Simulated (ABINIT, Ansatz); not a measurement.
# Cs3GaF6 (Fm-3m): G0W0 with ABINIT, start to end

Wanted: ground state, empty states, screening and self-energy for Cs3GaF6 (Fm-3m).

Program: ABINIT 10.8.3. Level of theory: PBEsol and many-body steps on it, plane waves. Results are calculated unless marked as measured.

**1. The structure**

The structure is cubic, space group Fm-3m (No. 225). The conventional cell has a = 9.448 Å, b = 9.448 Å, c = 9.448 Å, α = 90.00°, β = 90.00°, γ = 90.00°. Nearest to Cs lie 12 F at 3.37 Å. Cs has 6 F at 2.80 Å nearest. Nearest to Ga lie 6 F at 1.92 Å. Nearest to F lie 1 Ga at 1.92 Å and 5 Cs at 2.80 to 3.37 Å. Farther neighbours and most contacts between anions are not listed.

The cell and positions come from the Crystallography Open Database and are kept as given unless a step says otherwise. Spin-orbit coupling is left out unless a step names it.

**2. Ground state**

This step: ABINIT 10.8.3; DFT, PBEsol, plane waves, norm-conserving pseudopotentials.

The ground-state density comes first.

run.abi reads:

```
acell 3*1.0 Angstrom
rprim 
  -0.000000000000 4.723900000000 4.723900000000
  4.723900000000 0.000000000000 4.723900000000
  4.723900000000 4.723900000000 0.000000000000
ntypat 3
znucl 55 31 9
natom 10
typat 1 1 1 2 3 3 3 3 3 3
xred 
  0.750000000000 0.750000000000 0.750000000000
  0.250000000000 0.250000000000 0.250000000000
  0.000000000000 0.000000000000 0.000000000000
  0.500000000000 0.500000000000 0.500000000000
  0.296500000000 0.703500000000 0.703500000000
  0.703500000000 0.296500000000 0.703500000000
  0.703500000000 0.296500000000 0.296500000000
  0.296500000000 0.703500000000 0.296500000000
  0.703500000000 0.703500000000 0.296500000000
  0.296500000000 0.296500000000 0.703500000000
pp_dirpath "pseudos"
pseudos "Cs.upf, Ga.upf, F.upf"
ecut 45
ngkpt 4 4 4
nshiftk 1
shiftk 0 0 0
kptopt 1
chksymbreak 0
nband 54
occopt 1
tolvrs 1e-10
nstep 60
prtwf 0
optforces 0
optstress 0
indata_prefix "in"
outdata_prefix "out"
tmpdata_prefix "tmp"
```

Run with:

```console
> OMP_NUM_THREADS=1 mpirun -n 4 abinit run.abi > log
```

Numbers of over 12 decimals in the logs are rounded to 6 here.

Log:

```text
.Version 10.8.3 of ABINIT. v10.8.2 released Aug 2026.

 Symmetries : space group Fm -3 m (#225); Bravais cF (face-center cubic)
================================================================================
 Values of the parameters that define the memory need of the present run
     intxc =       0    ionmov =       0      iscf =       7    lmnmax =       8
     lnmax =       8     mgfft =      80  mpssoang =       4    mqgrid =    3113
     natom =      10  nloc_mem =       1    nspden =       1   nspinor =       1
    nsppol =       1      nsym =      48    n1xccc =    2501    ntypat =       3
    occopt =       1   xclevel =       2
-    mband =          54        mffmem =           1         mkmem =           2
       mpw =       20553          nfft =      512000          nkpt =           8
================================================================================
  Rough estimation (10% accuracy) of disk space for files :
================================================================================

--------------------------------------------------------------------------------
------------- Echo of variables that govern the present computation ------------
--------------------------------------------------------------------------------
 -outvars: echo values of preprocessed input variables --------
            acell      1.8897261259E+00  1.8897261259E+00  1.8897261259E+00 Bohr

      chksymbreak           0
             ecut      4.50000000E+01 Hartree
-          fftalg         312

              ixc     -116133
              kpt      0.00000000E+00  0.00000000E+00  0.00000000E+00
                       2.50000000E-01  0.00000000E+00  0.00000000E+00
                       5.00000000E-01  0.00000000E+00  0.00000000E+00
                       2.50000000E-01  2.50000000E-01  0.00000000E+00
                       5.00000000E-01  2.50000000E-01  0.00000000E+00
                      -2.50000000E-01  2.50000000E-01  0.00000000E+00
                       5.00000000E-01  5.00000000E-01  0.00000000E+00
                      -2.50000000E-01  5.00000000E-01  2.50000000E-01
         kptrlatt        4    0    0      0    4    0      0    0    4
          kptrlen      5.04980435E+01
P           mkmem           2
            natom          10
            nband          54
            ngfft          80      80      80
             nkpt           8
            nstep          60
             nsym          48
           ntypat           3
              occ      2.000000  2.000000  2.000000  2.000000  2.000000  2.000000
                       2.000000  2.000000  2.000000  2.000000  2.000000  2.000000
                       2.000000  2.000000  2.000000  2.000000  2.000000  2.000000
                       2.000000  2.000000  2.000000  2.000000  2.000000  2.000000
                       2.000000  2.000000  2.000000  2.000000  2.000000  2.000000
                       2.000000  2.000000  2.000000  2.000000  2.000000  2.000000
                       2.000000  2.000000  2.000000  2.000000  2.000000  2.000000
                       2.000000  2.000000  2.000000  0.000000  0.000000  0.000000
                       0.000000  0.000000  0.000000  0.000000  0.000000  0.000000
        optforces           0
        optstress           0
            prtwf           0
            rprim     -0.0000000000E+00  4.7239000000E+00  4.7239000000E+00
                       4.7239000000E+00  0.0000000000E+00  4.7239000000E+00
                       4.7239000000E+00  4.7239000000E+00  0.0000000000E+00
          spgroup         225

           tolvrs      1.00000000E-10

             xred      7.5000000000E-01  7.5000000000E-01  7.5000000000E-01
                       2.5000000000E-01  2.5000000000E-01  2.5000000000E-01
[...]
znucl       55.00000   31.00000    9.00000

================================================================================

 chkinp: Checking input parameters for consistency.

================================================================================
== DATASET  1 ==================================================================
-   mpi_nproc: 4, omp_nthreads: 1 (-1 if OMP is not activated)

--- !DatasetInfo
iteration_state: {dtset: 1, }
dimensions: {natom: 10, nkpt: 8, mband: 54, nsppol: 1, nspinor: 1, nspden: 1, mpw: 20553, }
cutoff_energies: {ecut:  45.0, pawecutdg:  -1.0, }
electrons: {nelect:   9.00000000E+01, charge:   0.00000000E+00, occopt:   1.00000000E+00, tsmear:   1.00000000E-02, }

 Real(R)+Recip(G) space primitive vectors, cartesian coordinates (Bohr,Bohr^-1):
 R(1)=  0.0000000  8.9268772  8.9268772  G(1)= -0.0560106  0.0560106  0.0560106
 R(2)=  8.9268772  0.0000000  8.9268772  G(2)=  0.0560106 -0.0560106  0.0560106
 R(3)=  8.9268772  8.9268772  0.0000000  G(3)=  0.0560106  0.0560106 -0.0560106
 Unit cell volume ucvol=  1.4227503E+03 bohr^3
 Angles (23,13,12)=  6.00000000E+01  6.00000000E+01  6.00000000E+01 degrees

 getcut: wavevector=  0.0000  0.0000  0.0000  ngfft=  80  80  80
         ecut(hartree)=     45.000   => boxcut(ratio)=   2.09848

--- Pseudopotential description ------------------------------------------------
- Cs Generated using ONCVPSP code by D. R. Hamann
- 55.00000   9.00000  180301                  znucl, zion, pspdat
12 -116133 3 -1 2384                          pspcod,pspxc,lmax,lloc,mmax
     nproj     2     2     2     2
[...]
1.05813026E+04                                ecore*ucvol(ha*bohr**3)
--------------------------------------------------------------------------------

_setup2: Arith. and geom. avg. npw (full set) are   20513.234   20513.209

================================================================================

--- !BeginCycle
iteration_state: {dtset: 1, }
solver: {iscf: 7, nstep: 60, nline: 4, wfoptalg: 0, }
tolerances: {tolvrs: 1.00E-10, }

     iter   Etot(hartree)      deltaE(h)  residm     vres2
 ETOT  1  -443.18739499603    -4.432E+02 2.396E-01 1.656E+05
 ETOT  2  -440.62069800351     2.567E+00 1.819E-01 3.123E+05
 ETOT  3  -463.29620733626    -2.268E+01 2.335E-01 3.621E+04
 ETOT  4  -464.67968427556    -1.383E+00 1.250E-02 2.315E+04
 ETOT  5  -465.12728554379    -4.476E-01 1.344E-02 1.474E+04
 ETOT  6  -465.59158079332    -4.643E-01 9.174E-03 6.336E+03
 ETOT  7  -465.82580535703    -2.342E-01 1.512E-02 2.009E+03
 ETOT  8  -465.92250665830    -9.670E-02 7.917E-03 1.799E+02
 ETOT  9  -465.93232604178    -9.819E-03 3.827E-03 4.256E-01
 ETOT 10  -465.93235988853    -3.385E-05 9.332E-03 5.784E-02
[...]
ETOT 14  -465.93237266310    -9.173E-10 8.309E-04 2.098E-06
 ETOT 15  -465.93237266315    -4.877E-11 1.801E-04 4.015E-07
 ETOT 16  -465.93237266310     4.968E-11 1.521E-04 1.256E-08
 ETOT 17  -465.93237266332    -2.208E-10 3.819E-05 3.945E-10
 ETOT 18  -465.93237266305     2.713E-10 3.222E-05 7.311E-11

 At SCF step   18       vres2   =  7.31E-11 < tolvrs=  1.00E-10 =>converged.

--- !ResultsGS
iteration_state: {dtset: 1, }
comment   : Summary of ground state results
lattice_vectors:
- [ -0.0000000,   8.9268772,   8.9268772, ]
- [  8.9268772,   0.0000000,   8.9268772, ]
- [  8.9268772,   8.9268772,   0.0000000, ]
lattice_lengths: [  12.62451,   12.62451,   12.62451, ]
lattice_angles: [ 60.000,  60.000,  60.000, ] # degrees, (23, 13, 12)
lattice_volume:   1.4227503E+03
convergence: {deltae:  2.713E-10, res2:  7.311E-11, residm:  3.222E-05, diffor:  0.000E+00, }
etotal    :  -4.65932373E+02
entropy   :   0.00000000E+00
fermie    :   5.19740728E-03
cartesian_stress_tensor: null
pressure_GPa: null
xred      :
- [  7.5000E-01,   7.5000E-01,   7.5000E-01, Cs]
- [  2.5000E-01,   2.5000E-01,   2.5000E-01, Cs]
- [  0.0000E+00,   0.0000E+00,   0.0000E+00, Cs]
- [  5.0000E-01,   5.0000E-01,   5.0000E-01, Ga]
- [  2.9650E-01,   7.0350E-01,   7.0350E-01,  F]
- [  7.0350E-01,   2.9650E-01,   7.0350E-01,  F]
- [  7.0350E-01,   2.9650E-01,   2.9650E-01,  F]
- [  2.9650E-01,   7.0350E-01,   2.9650E-01,  F]
- [  7.0350E-01,   7.0350E-01,   2.9650E-01,  F]
- [  2.9650E-01,   2.9650E-01,   7.0350E-01,  F]
cartesian_forces: null
force_length_stats: {min: null, max: null, mean: null, }

 Integrated electronic density in atomic spheres:
 ------------------------------------------------
 Atom  Sphere_radius  Integrated_density
[...]
================================================================================

 ----iterations are completed or convergence reached----

 Mean square residual over all n,k,spin=   15.941E-08; max=  32.216E-06
 reduced coordinates (array xred) for   10 atoms
[...]
0.703500000000      0.296500000000      0.703500000000
       0.703500000000      0.296500000000      0.296500000000
       0.296500000000      0.703500000000      0.296500000000
       0.703500000000      0.703500000000      0.296500000000
       0.296500000000      0.296500000000      0.703500000000
 rms dE/dt=  0.0000E+00; max dE/dt=  0.0000E+00; dE/dt below (all hartree)
    1       0.000000000000      0.000000000000      0.000000000000
    2       0.000000000000      0.000000000000      0.000000000000
    3       0.000000000000      0.000000000000      0.000000000000
    4       0.000000000000      0.000000000000      0.000000000000
    5       0.000000000000      0.000000000000      0.000000000000
    6       0.000000000000      0.000000000000      0.000000000000
    7       0.000000000000      0.000000000000      0.000000000000
    8       0.000000000000      0.000000000000      0.000000000000
    9       0.000000000000      0.000000000000      0.000000000000
   10       0.000000000000      0.000000000000      0.000000000000

 cartesian coordinates (angstrom) at end:
[...]
6      4.723900     6.646527     4.723900
    7      2.801273     4.723900     4.723900
    8      4.723900     2.801273     4.723900
    9      4.723900     4.723900     6.646527
   10      4.723900     4.723900     2.801273
 length scales=  1.889726125908  1.889726125908  1.889726125908 bohr
              =  1.000000000000  1.000000000000  1.000000000000 angstroms
 prteigrs : about to open file out_EIG
 Fermi (or HOMO) energy (hartree) =   0.00520   Average Vxc (hartree)=  -0.32981
 Eigenvalues (hartree) for nkpt=   8  k points:
 kpt#   1, nband= 54, wtk=  0.01563, kpt=  0.0000  0.0000  0.0000 (reduced coord)
  -5.11971   -3.31293   -3.31293   -3.31293   -0.72712   -0.70550   -0.70550   -0.70550
  -0.70248   -0.70248   -0.65687   -0.65679   -0.63244   -0.39224   -0.39224   -0.39224
  -0.38978   -0.38978   -0.18393   -0.18393   -0.18393   -0.18235   -0.18235   -0.18235
  -0.15478   -0.15478   -0.15478   -0.15258   -0.05808   -0.05808   -0.05808   -0.03187
  -0.03187   -0.03187   -0.02142   -0.02142   -0.01421   -0.01421   -0.01421   -0.00921
  -0.00921   -0.00921    0.00430    0.00430    0.00430    0.22254    0.28519    0.28519
   0.32643    0.32643    0.32643    0.32899    0.32899    0.35180
 prteigrs : prtvol=0 or 1, do not print more k-points.

--- !EnergyTerms
iteration_state     : {dtset: 1, }
comment             : Components of total free energy in Hartree
kinetic             :  2.33052853252594E+02
hartree             :  2.32480422848644E+02
xc                  : -7.86490446956713E+01
Ewald energy        : -1.91385081176009E+02
psp_core            :  7.43721698202068E+00
local_psp           : -6.03694879539626E+02
non_local_psp       : -6.51738603349988E+01
total_energy        : -4.65932372663046E+02
total_energy_eV     : -1.26786657570405E+04
band_energy         : -5.06366401006746E+01

== END DATASET(S) ==============================================================
================================================================================

 -outvars: echo values of variables after computation  --------
           etotal     -4.6593237266E+02
            nband          54
             nkpt           8
          spgroup         225
 [... the other variables as echoed above ...]

 Calculation completed.
```

Wall time 6.4 min (4 MPI ranks of Intel Xeon 6975P-C (Granite Rapids), shared host); peak memory 0.97 GiB.

Numbers from this step:

```
total energy               : -12678.6658 eV
gap                        : 5.914 eV
k of the valence top       : 0.5, 0, 0
k of the conduction bottom : 0, 0, 0
least direct gap           : 5.939 eV
```

The gap is indirect, with the least direct gap 0.02 eV higher.

**3. Empty states on the mesh, 2×2×2 mesh, 409 bands**

The sums over transitions need many empty states on a uniform mesh; this step solves for them.

run.abi, as its differences from that of step 2:

```diff
@@ -23,3 +23,3 @@
 ecut 45
-ngkpt 4 4 4
+ngkpt 2 2 2
 nshiftk 1
@@ -28,9 +28,10 @@
 chksymbreak 0
-nband 54
-occopt 1
-tolvrs 1e-10
+iscf -2
+irdden 1
+istwfk *1
+nband 409
+nbdbuf 36
+tolwfr 1e-09
 nstep 60
-prtwf 0
-optforces 0
-optstress 0
+prtvol 0
 indata_prefix "in"
```

Run with:

```console
> OMP_NUM_THREADS=1 mpirun -n 3 abinit run.abi > log
```

Log:

```text
.Version 10.8.3 of ABINIT. v10.8.2 released Aug 2026.

 Symmetries : space group Fm -3 m (#225); Bravais cF (face-center cubic)
[... echo of the input left out ...]
== DATASET  1 ==================================================================
-   mpi_nproc: 3, omp_nthreads: 1 (-1 if OMP is not activated)

--- !DatasetInfo
iteration_state: {dtset: 1, }
dimensions: {natom: 10, nkpt: 3, mband: 409, nsppol: 1, nspinor: 1, nspden: 1, mpw: 20554, }
cutoff_energies: {ecut:  45.0, pawecutdg:  -1.0, }
electrons: {nelect:   9.00000000E+01, charge:   0.00000000E+00, occopt:   1.00000000E+00, tsmear:   1.00000000E-02, }

 Real(R)+Recip(G) space primitive vectors, cartesian coordinates (Bohr,Bohr^-1):
 R(1)=  0.0000000  8.9268772  8.9268772  G(1)= -0.0560106  0.0560106  0.0560106
 R(2)=  8.9268772  0.0000000  8.9268772  G(2)=  0.0560106 -0.0560106  0.0560106
 R(3)=  8.9268772  8.9268772  0.0000000  G(3)=  0.0560106  0.0560106 -0.0560106
 Unit cell volume ucvol=  1.4227503E+03 bohr^3
 Angles (23,13,12)=  6.00000000E+01  6.00000000E+01  6.00000000E+01 degrees

 getcut: wavevector=  0.0000  0.0000  0.0000  ngfft=  80  80  80
         ecut(hartree)=     45.000   => boxcut(ratio)=   2.09848

--- Pseudopotential description ------------------------------------------------
- Cs Generated using ONCVPSP code by D. R. Hamann
- 55.00000   9.00000  180301                  znucl, zion, pspdat
12 -116133 3 -1 2384                          pspcod,pspxc,lmax,lloc,mmax
     nproj     2     2     2     2
  pspatm : epsatm=   22.12462466
         --- l  ekb(1:nproj) -->
             0    6.214110    0.767882
             1    6.311966    0.793598
             2    3.769790    0.913105
[...]
pspatm: atomic psp has been read  and splines computed

- Ga Generated using ONCVPSP code by D. R. Hamann
- 31.00000  21.00000  180301                  znucl, zion, pspdat
12 -116133 2 -1 1902                          pspcod,pspxc,lmax,lloc,mmax
     nproj     2     2     2     0
  pspatm : epsatm=   21.80669258
         --- l  ekb(1:nproj) -->
[...]
pspatm: atomic psp has been read  and splines computed

- F Generated using ONCVPSP code by D. R. Hamann
-  9.00000   7.00000  180301                  znucl, zion, pspdat
12 -116133 2 -1 832                           pspcod,pspxc,lmax,lloc,mmax
     nproj     2     2     1     0
  pspatm : epsatm=    4.89824381
         --- l  ekb(1:nproj) -->
[...]
2   -2.394754
 pspatm: atomic psp has been read  and splines computed

--------------------------------------------------------------------------------

================================================================================
 prteigrs : about to open file out_EIG
 Non-SCF case, kpt    1 (  0.00000  0.00000  0.00000), residuals and eigenvalues=
  2.15E-10  1.81E-10  2.45E-10  1.79E-10  9.62E-10  6.99E-10  8.48E-10  7.39E-10
[...]
7.61E-04
 -5.1197E+00 -3.3129E+00 -3.3129E+00 -3.3129E+00 -7.2712E-01 -7.0550E-01
 -7.0550E-01 -7.0550E-01 -7.0248E-01 -7.0248E-01 -6.5687E-01 -6.5679E-01
 -6.3244E-01 -3.9224E-01 -3.9224E-01 -3.9224E-01 -3.8978E-01 -3.8978E-01
[...]
2.8548E+00  2.8674E+00  2.8674E+00  2.8674E+00  2.8890E+00  2.8891E+00
  2.9350E+00  2.9358E+00  2.9395E+00  2.9418E+00  2.9433E+00  2.9474E+00
  2.9533E+00
 prteigrs : prtvol=0 or 1, do not print more k-points.

--- !ResultsGS
iteration_state: {dtset: 1, }
comment   : Summary of ground state results
lattice_vectors:
- [ -0.0000000,   8.9268772,   8.9268772, ]
- [  8.9268772,   0.0000000,   8.9268772, ]
- [  8.9268772,   8.9268772,   0.0000000, ]
lattice_lengths: [  12.62451,   12.62451,   12.62451, ]
lattice_angles: [ 60.000,  60.000,  60.000, ] # degrees, (23, 13, 12)
lattice_volume:   1.4227503E+03
convergence: {deltae:  0.000E+00, res2:  0.000E+00, residm:  9.945E-10, diffor:  0.000E+00, }
etotal    :  -4.65932373E+02
entropy   :   0.00000000E+00
fermie    :   5.19740728E-03
cartesian_stress_tensor: null
pressure_GPa: null
xred      :
- [  7.5000E-01,   7.5000E-01,   7.5000E-01, Cs]
- [  2.5000E-01,   2.5000E-01,   2.5000E-01, Cs]
- [  0.0000E+00,   0.0000E+00,   0.0000E+00, Cs]
- [  5.0000E-01,   5.0000E-01,   5.0000E-01, Ga]
- [  2.9650E-01,   7.0350E-01,   7.0350E-01,  F]
- [  7.0350E-01,   2.9650E-01,   7.0350E-01,  F]
- [  7.0350E-01,   2.9650E-01,   2.9650E-01,  F]
- [  2.9650E-01,   7.0350E-01,   2.9650E-01,  F]
- [  7.0350E-01,   7.0350E-01,   2.9650E-01,  F]
- [  2.9650E-01,   2.9650E-01,   7.0350E-01,  F]
cartesian_forces: null
force_length_stats: {min: null, max: null, mean: null, }

 Integrated electronic density in atomic spheres:
 ------------------------------------------------
 Atom  Sphere_radius  Integrated_density
[...]
================================================================================

 ----iterations are completed or convergence reached----

 Mean square residual over all n,k,spin=   43.282E-11; max=  99.449E-11
 reduced coordinates (array xred) for   10 atoms
[...]
0.703500000000      0.703500000000      0.296500000000
       0.296500000000      0.296500000000      0.703500000000

 cartesian coordinates (angstrom) at end:
    1      7.085850     7.085850     7.085850
    2      2.361950     2.361950     2.361950
    3      0.000000     0.000000     0.000000
[...]
9      4.723900     4.723900     6.646527
   10      4.723900     4.723900     2.801273
 length scales=  1.889726125908  1.889726125908  1.889726125908 bohr
              =  1.000000000000  1.000000000000  1.000000000000 angstroms
 prteigrs : about to open file out_EIG
 Eigenvalues (hartree) for nkpt=   3  k points:
 kpt#   1, nband=409, wtk=  0.12500, kpt=  0.0000  0.0000  0.0000 (reduced coord)
[...]
2.85223    2.85223    2.85223    2.85476    2.85476    2.86741    2.86741    2.86741
   2.88898    2.88909    2.93500    2.93578    2.93949    2.94182    2.94333    2.94742
   2.95328
 prteigrs : prtvol=0 or 1, do not print more k-points.

== END DATASET(S) ==============================================================
================================================================================

 -outvars: echo values of variables after computation  --------
            nband         409
             nkpt           3
          spgroup         225
 [... the other variables as echoed above ...]

 Calculation completed.
```

Run time: 22 min. Hardware: 3 MPI ranks; peak memory 0.9 GiB.

This step gave:

```yaml
gap: 5.914 eV
k_of_the_valence_top: 0.5, 0, 0
k_of_the_conduction_bottom: 0, 0, 0
least_direct_gap: 5.939 eV
k_points_computed: 3
lowest_point_of_the_top_converged_band_above_the_valence_top: 72.6215 eV
```

On this mesh the gap is 5.914 eV.

(Continued in part 2 of 2.)

[Paths, hosts, dates, memory and timing lines, banners, echoed tables and standing remarks are left out of the program output.]

[Logs are printed without paths, hosts, clocks, repeated set-up lines and the standing remarks that a program may print on its own settings, such as how far it seeks lower states.]

[Runs of the session that timed out or met a known fault of the program may be left out.]

[Hosts, paths, dates, database ids (printed as entryN), source tags and the programs' standing remarks are cut or masked in the printed files.]

[G0W0 gaps are taken among the corrected bands and points alone; a level outside them can change the order at an edge.]

[Where Ansatz stands beside ABINIT at settings called matched, ABINIT's density can come from a denser mesh and the files from another edition; pairs whose starting gaps differed by over 0.03 eV were left out, so agreement reads better than it is.]
